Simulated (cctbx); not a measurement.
# ZnCrSnSbS6 with cctbx, script by script

Library: cctbx 2025.11. The data are simulated by the first script.

## 1. Simulate the data

run.py:

```python
from cctbx import adptbx, crystal, miller, sgtbx, xray
from cctbx.array_family import flex
from iotbx.shelx import hklf
from scitbx import matrix
import scitbx.random

cs = crystal.symmetry(unit_cell=(9.389, 9.389, 9.389, 90, 90, 90), space_group_symbol='Hall: F -4 2 3')  # F-43m
atoms = [  # label, site, U (iso, or U11 U22 U33 U12 U13 U23 in A^2), occupancy
    ("Sb1", (0.5, 0, 0), 0.0121, 1),
    ("Sn1", (0.25, 0.25, 0.75), 0.0113, 1),
    ("Zn1", (0.25, 0.25, 0.25), 0.0140, 1),
    ("Cr1", (0, 0, 0), 0.0135, 1),
    ("S1", (0.5, 0, 0.7538), 0.0168, 1),
]
xs = xray.structure(crystal_symmetry=cs)
for label, site, u, occ in atoms:
    u = adptbx.u_cif_as_u_star(cs.unit_cell(), u) if isinstance(u, tuple) else u
    xs.add_scatterer(xray.scatterer(label, site=site, u=u, occupancy=occ))
xs.set_inelastic_form_factors(0.71073, "sasaki")
xs.show_summary()
p1 = xs.expand_to_p1()
ms = miller.build_set(p1, anomalous_flag=True, d_min=0.77)
flex.set_random_seed(957553)
scitbx.random.set_random_seed(957553)
ms = ms.select(flex.random_double(ms.size()) < 0.9)
i = ms.structure_factors_from_scatterers(p1, algorithm="direct").f_calc().as_intensity_array().data()
i = i * 40000 / flex.max(i)
sig = flex.sqrt(i + flex.pow2(0.06 * i) + 2 ** 2)
noise = scitbx.random.variate(scitbx.random.normal_distribution())(i.size())
data = ms.array(data=i + sig * noise, sigmas=sig).set_observation_type_xray_intensity()
with open("data.hkl", "w") as f:
    data.export_as_shelx_hklf(f)
print("reflections written:", data.size(), " <I/sigma> = %.1f" % flex.mean(data.data() / data.sigmas()))
for h, a, b in list(data.sort("data"))[:12]:
    print("%4d%4d%4d %9.1f %7.1f" % (h + (a, b)))
```

```console
$ python run.py
```

```text
Number of scatterers: 5
At special positions: 5
Unit cell: (9.389, 9.389, 9.389, 90, 90, 90)
Space group: F -4 3 m (No. 216)
reflections written: 6832  <I/sigma> = 3.1
   0   0  -4   41605.0  2408.3
   0  -4   0   39818.1  2408.3
  -4   0   0   39646.1  2408.3
   4   0   0   39278.1  2408.3
   0   0   4   37241.2  2408.3
   0  -4   4   30394.3  1614.9
   4   0  -4   27512.6  1614.9
  -4   0   4   27359.2  1614.9
   4  -4   0   26791.7  1614.9
   0   4  -4   25965.4  1614.9
   4   4   0   25882.8  1614.9
  -4  -4   0   25782.2  1614.9
```

Run time: 0.26 s on 1 thread of Arm Neoverse V2 (shared host), peak memory 0.07 GiB.

## 2. Refinement (refined in the given hand)

run.py:

```python
import math
from cctbx import adptbx, crystal, maptbx, sgtbx, xray
from cctbx.array_family import flex
from cctbx.xray import observations
from iotbx.shelx import hklf
from scitbx.lstbx import normal_eqns_solving
from smtbx import absolute_structure, utils
from smtbx.refinement import constraints, least_squares

cs = crystal.symmetry(unit_cell=(9.389, 9.389, 9.389, 90, 90, 90), space_group_symbol='Hall: F -4 2 3')  # F-43m
atoms = [  # label, site, U (iso, or U11 U22 U33 U12 U13 U23 in A^2), occupancy
    ("Sb1", (0.5, 0, 0), 0.0200, 1),
    ("Sn1", (0.25, 0.25, 0.75), 0.0200, 1),
    ("Zn1", (0.25, 0.25, 0.25), 0.0200, 1),
    ("Cr1", (0, 0, 0), 0.0200, 1),
    ("S1", (0.5, 0, 0.7528), 0.0200, 1),
]
xs = xray.structure(crystal_symmetry=cs)
for label, site, u, occ in atoms:
    u = adptbx.u_cif_as_u_star(cs.unit_cell(), u) if isinstance(u, tuple) else u
    xs.add_scatterer(xray.scatterer(label, site=site, u=u, occupancy=occ))
xs.set_inelastic_form_factors(0.71073, "sasaki")
xs.convert_to_anisotropic()
raw = hklf.reader(file_name="data.hkl").as_miller_arrays(crystal_symmetry=cs, anomalous=True)[0]
merged = raw.eliminate_sys_absent().merge_equivalents()
fo2 = merged.array().set_observation_type_xray_intensity()
print("Rint %.3f, %d unique reflections to %.2f A" % (merged.r_int(), fo2.size(), fo2.d_min()))
for sc in xs.scatterers():
    sc.flags.set_grad_site(True)
    sc.flags.set_grad_u_aniso(sc.flags.use_u_aniso())
    sc.flags.set_grad_u_iso(sc.flags.use_u_iso())
obs = fo2.as_xray_observations()
extra = {}
rep = constraints.reparametrisation(xs, [], utils.connectivity_table(xs), **extra)
ls = least_squares.crystallographic_ls(obs, rep, weighting_scheme=least_squares.mainstream_shelx_weighting(a=0, b=0))
print("cycle     R1     wR2    GooF  max shift (A)")
for cycle in range(8):
    ls.build_up()
    r1, wr2, goof = ls.r1_factor(cutoff_factor=2)[0], ls.wR2(), ls.goof()
    old = xs.sites_cart()
    normal_eqns_solving.levenberg_marquardt_iterations(ls, n_max_iterations=3, tau=1e-06, step_threshold=1e-7)
    big = flex.max((xs.sites_cart() - old).norms())
    print("%4d %7.4f %7.4f %7.3f %9.5f" % (cycle + 1, r1, wr2, goof, big))
    ls.build_up(objective_only=True)
    if abs(ls.wR2() - wr2) < 5e-5 and big < 5e-4:
        break
ls.build_up()
print("final R1 %.4f wR2 %.4f GooF %.3f  parameters %d  data/parameter %.1f" % (ls.r1_factor(cutoff_factor=2)[0], ls.wR2(), ls.goof(), ls.n_parameters, fo2.size() / ls.n_parameters))
cov = ls.covariance_matrix_and_annotations()
su = dict(zip(cov.annotations, (math.sqrt(max(v, 0)) for v in cov.matrix.matrix_packed_u_diagonal())))
a2 = cs.unit_cell().reciprocal_parameters()[0] ** -2
print("atom        x        y        z      Ueq    occ   su(xyz)  su(Uiso or U11)")
for sc in xs.scatterers():
    s = max(su.get(sc.label + k, 0) for k in (".x", ".y", ".z"))
    npd = "" if sc.is_positive_definite_u(cs.unit_cell()) else "  NPD"
    print("%-5s %8.5f %8.5f %8.5f %8.4f %6.3f %8.5f %7.4f%s" % ((sc.label,) + sc.site + (sc.u_iso_or_equiv(cs.unit_cell()), sc.occupancy, s, su.get(sc.label + ".uiso", su.get(sc.label + ".u11", 0) * a2), npd)))
fc = fo2.structure_factors_from_scatterers(xs, algorithm="direct").f_calc()
absolute_structure.flack_analysis(xs, fo2.as_xray_observations()).show()
h = absolute_structure.hooft_analysis(fo2, fc, scale_factor=ls.scale_factor())
print("Hooft y: %.3f(%.0f)  Bijvoet pairs: %d" % (h.hooft_y, 1000 * h.sigma_y, h.n_bijvoet_pairs))
fo = fo2.f_sq_as_f()
fc = fo.structure_factors_from_scatterers(xs, algorithm="direct").f_calc()
diff = fo.f_obs_minus_f_calc(1 / math.sqrt(ls.scale_factor()), fc).average_bijvoet_mates()
m = diff.fft_map(symmetry_flags=maptbx.use_space_group_symmetry, resolution_factor=0.25).apply_volume_scaling()
print("difference map: max %.2f min %.2f rms %.2f" % (m.statistics().max(), m.statistics().min(), m.statistics().sigma()))
peaks = m.peak_search(parameters=maptbx.peak_search_parameters(min_distance_sym_equiv=0.6, max_clusters=6)).all()
near = xs.closest_distances(peaks.sites(), distance_cutoff=4)
sps = cs.special_position_settings(min_distance_sym_equiv=0.5)
for k, (x, h) in enumerate(zip(peaks.sites(), peaks.heights())):
    ss = sps.site_symmetry(x)
    print("Q%-3d %7.4f %7.4f %7.4f %4d %7.2f  %.2f A from %s" % ((k + 1,) + tuple(t % 1 for t in ss.exact_site()) + (ss.multiplicity(), h, near.smallest_distances[k], xs.scatterers()[near.i_seqs[k]].label)))
```

```console
$ python run.py
```

```text
Rint 0.049, 128 unique reflections to 0.77 A
cycle     R1     wR2    GooF  max shift (A)
   1  0.0748  0.1777   8.057   0.00932
   2  0.0085  0.0194   0.880   0.00000
final R1 0.0085 wR2 0.0194 GooF 0.880  parameters 8  data/parameter 16.0
atom        x        y        z      Ueq    occ   su(xyz)  su(Uiso or U11)
Sb1    0.50000  0.00000  0.00000   0.0118  1.000  0.00000  0.0003
Sn1    0.25000  0.25000  0.75000   0.0113  1.000  0.00000  0.0004
Zn1    0.25000  0.25000  0.25000   0.0135  1.000  0.00000  0.0007
Cr1    0.00000  0.00000  0.00000   0.0136  1.000  0.00000  0.0007
S1     0.50000  0.00000  0.75379   0.0166  1.000  0.00008  0.0001
Flack x: -0.00(3)
Hooft y: -0.045(29)  Bijvoet pairs: 54
difference map: max 0.17 min -0.27 rms 0.05
Q1    0.9943  0.1609  0.3391   48    0.17  1.71 A from S1
Q2    0.1202  0.1202  0.8798   16    0.15  1.95 A from Cr1
Q3    0.1242  0.1242  0.1242   16    0.15  2.02 A from Cr1
Q4    0.1237  0.1237  0.6237   16    0.15  2.01 A from S1
Q5    0.1208  0.1208  0.3792   16    0.13  1.96 A from Sb1
Q6    0.0920  0.0920  0.7366   48    0.13  1.22 A from S1
```

Time: 0.39 s.

## 3. Refinement

run.py, as its changes from the last script of this kind:

```diff
@@ -12,5 +12,5 @@
-    ("Sb1", (0.5, 0, 0), 0.0200, 1),
-    ("Sn1", (0.25, 0.25, 0.75), 0.0200, 1),
-    ("Zn1", (0.25, 0.25, 0.25), 0.0200, 1),
-    ("Cr1", (0, 0, 0), 0.0200, 1),
-    ("S1", (0.5, 0, 0.7528), 0.0200, 1),
+    ("Sb1", (0.5, 0, 0), 0.0118, 1),
+    ("Sn1", (0.75, 0.75, 0.25), 0.0113, 1),
+    ("Zn1", (0.75, 0.75, 0.75), 0.0135, 1),
+    ("Cr1", (0, 0, 0), 0.0136, 1),
+    ("S1", (0.5, 0, 0.24621), 0.0166, 1),
```

```console
$ python run.py
```

```text
Rint 0.049, 128 unique reflections to 0.77 A
cycle     R1     wR2    GooF  max shift (A)
   1  0.0197  0.0753   3.416   0.00000
final R1 0.0197 wR2 0.0753 GooF 3.416  parameters 8  data/parameter 16.0
atom        x        y        z      Ueq    occ   su(xyz)  su(Uiso or U11)
Sb1    0.50000  0.00000  0.00000   0.0118  1.000  0.00000  0.0012
Sn1    0.75000  0.75000  0.25000   0.0113  1.000  0.00000  0.0014
Zn1    0.75000  0.75000  0.75000   0.0135  1.000  0.00000  0.0027
Cr1    0.00000  0.00000  0.00000   0.0136  1.000  0.00000  0.0028
S1     0.50000  0.00000  0.24621   0.0166  1.000  0.00033  0.0006
Flack x: 1.00(3)
Hooft y: 1.048(29)  Bijvoet pairs: 54
difference map: max 0.54 min -0.28 rms 0.05
Q1    0.0000  0.0000  0.5000    4    0.54  0.00 A from Sb1
Q2    0.2500  0.2500  0.7500    4    0.26  0.00 A from Zn1
Q3    0.2500  0.2500  0.2500    4    0.24  0.00 A from Sn1
Q4    0.0066  0.1598  0.3402   48    0.17  1.71 A from S1
Q5    0.1265  0.1265  0.6265   16    0.13  2.01 A from Zn1
Q6    0.0963  0.0963  0.2598   48    0.13  1.28 A from S1
```

Time: 0.36 s.

This run holds a fault made on purpose: the structure inverted.

## 4. Simulate the data

run.py, as its changes from the last script of this kind:

```diff
@@ -19 +19 @@
-xs.set_inelastic_form_factors(0.71073, "sasaki")
+xs.set_inelastic_form_factors(1.54184, "sasaki")
@@ -22,3 +22,3 @@
-ms = miller.build_set(p1, anomalous_flag=True, d_min=0.77)
-flex.set_random_seed(957553)
-scitbx.random.set_random_seed(957553)
+ms = miller.build_set(p1, anomalous_flag=True, d_min=0.83)
+flex.set_random_seed(519862)
+scitbx.random.set_random_seed(519862)
@@ -27,2 +27,3 @@
-i = i * 40000 / flex.max(i)
-sig = flex.sqrt(i + flex.pow2(0.06 * i) + 2 ** 2)
+i = i / flex.sqrt(1 + 0.1 * i / flex.max(i))  # extinction
+i = i * 5000 / flex.max(i)
+sig = flex.sqrt(i + flex.pow2(0.02 * i) + 8 ** 2)
```

```console
$ python run.py
```

```text
Number of scatterers: 5
At special positions: 5
Unit cell: (9.389, 9.389, 9.389, 90, 90, 90)
Space group: F -4 3 m (No. 216)
reflections written: 5378  <I/sigma> = 2.3
   0   4   0    5078.1   122.7
   4   0   0    5009.3   122.7
   0   0  -4    4942.9   122.7
   0  -4   0    4925.5   122.7
  -4   0   0    4812.6   122.7
   4   0   4    3625.9    90.1
   0  -4  -4    3445.4    90.1
   0   4   4    3438.3    90.1
  -4  -4   0    3419.2    90.1
  -4   0  -4    3389.9    90.1
  -4   4   0    3388.7    90.1
   4  -4   0    3384.8    90.1
```

Time: 0.26 s.

## 5. Refinement (refined in the given hand)

run.py, as its changes from the last script of this kind:

```diff
@@ -12,5 +12,5 @@
-    ("Sb1", (0.5, 0, 0), 0.0118, 1),
-    ("Sn1", (0.75, 0.75, 0.25), 0.0113, 1),
-    ("Zn1", (0.75, 0.75, 0.75), 0.0135, 1),
-    ("Cr1", (0, 0, 0), 0.0136, 1),
-    ("S1", (0.5, 0, 0.24621), 0.0166, 1),
+    ("Sb1", (0.5, 0, 0), 0.0200, 1),
+    ("Sn1", (0.25, 0.25, 0.75), 0.0200, 1),
+    ("Zn1", (0.25, 0.25, 0.25), 0.0200, 1),
+    ("Cr1", (0, 0, 0), 0.0200, 1),
+    ("S1", (0.5, 0, 0.7543), 0.0200, 1),
@@ -22 +22 @@
-xs.set_inelastic_form_factors(0.71073, "sasaki")
+xs.set_inelastic_form_factors(1.54184, "sasaki")
```

```console
$ python run.py
```

```text
Rint 0.046, 100 unique reflections to 0.85 A
cycle     R1     wR2    GooF  max shift (A)
   1  0.0587  0.1214   5.760   0.00360
   2  0.0123  0.0209   0.990   0.00002
final R1 0.0123 wR2 0.0209 GooF 0.990  parameters 8  data/parameter 12.5
atom        x        y        z      Ueq    occ   su(xyz)  su(Uiso or U11)
Sb1    0.50000  0.00000  0.00000   0.0116  1.000  0.00000  0.0007
Sn1    0.25000  0.25000  0.75000   0.0111  1.000  0.00000  0.0008
Zn1    0.25000  0.25000  0.25000   0.0133  1.000  0.00000  0.0016
Cr1    0.00000  0.00000  0.00000   0.0138  1.000  0.00000  0.0017
S1     0.50000  0.00000  0.75391   0.0165  1.000  0.00019  0.0004
Flack x: 0.03(3)
Hooft y: 0.035(28)  Bijvoet pairs: 42
difference map: max 0.30 min -0.45 rms 0.09
Q1    0.2032  0.2032  0.7968   16    0.31  0.76 A from Sn1
Q2    0.1073  0.2500  0.7500   24    0.30  1.34 A from Sn1
Q3    0.0176  0.1829  0.6829   48    0.27  1.82 A from S1
Q4    0.1137  0.1137  0.7382   48    0.27  1.51 A from S1
Q5    0.1114  0.2500  0.2500   24    0.23  1.30 A from Zn1
Q6    0.0000  0.0000  0.5000    4    0.19  0.00 A from Sb1
```

Time: 0.41 s.

## 6. Simulate the data

run.py, as its changes from the last script of this kind:

```diff
@@ -23,2 +23,2 @@
-flex.set_random_seed(519862)
-scitbx.random.set_random_seed(519862)
+flex.set_random_seed(132969)
+scitbx.random.set_random_seed(132969)
@@ -27,3 +27,6 @@
-i = i / flex.sqrt(1 + 0.1 * i / flex.max(i))  # extinction
-i = i * 5000 / flex.max(i)
-sig = flex.sqrt(i + flex.pow2(0.02 * i) + 8 ** 2)
+law = matrix.sqr((-1, 0, 0, 0, -1, 0, 0, 0, -1))
+mate = flex.miller_index([tuple(matrix.row(h) * law) for h in ms.indices()])
+i2 = ms.customized_copy(indices=mate).structure_factors_from_scatterers(p1, algorithm="direct").f_calc().as_intensity_array().data()
+i = (1 - 0.15) * i + 0.15 * i2
+i = i * 20000 / flex.max(i)
+sig = flex.sqrt(i + flex.pow2(0.02 * i) + 2 ** 2)
```

```console
$ python run.py
```

```text
Number of scatterers: 5
At special positions: 5
Unit cell: (9.389, 9.389, 9.389, 90, 90, 90)
Space group: F -4 3 m (No. 216)
reflections written: 5451  <I/sigma> = 4.6
   0   0  -4   20657.6   424.3
   0  -4   0   20654.4   424.3
  -4   0   0   19690.7   424.3
   0   4   0   19551.8   424.3
   0   0   4   19412.8   424.3
   4   4   0   13949.8   292.5
  -4  -4   0   13902.3   292.5
   0  -4  -4   13714.1   292.5
  -4   0   4   13710.8   292.5
  -4   4   0   13586.9   292.5
   0   4  -4   13453.8   292.5
   0   4   4   13362.3   292.5
```

It took 0.27 s on 1 thread of Arm Neoverse V2, on a shared host, peak memory 0.07 GiB.

[Logs are printed without paths, hosts, clocks, repeated set-up lines and the standing remarks that a program may print on its own settings, such as how far it seeks lower states.]
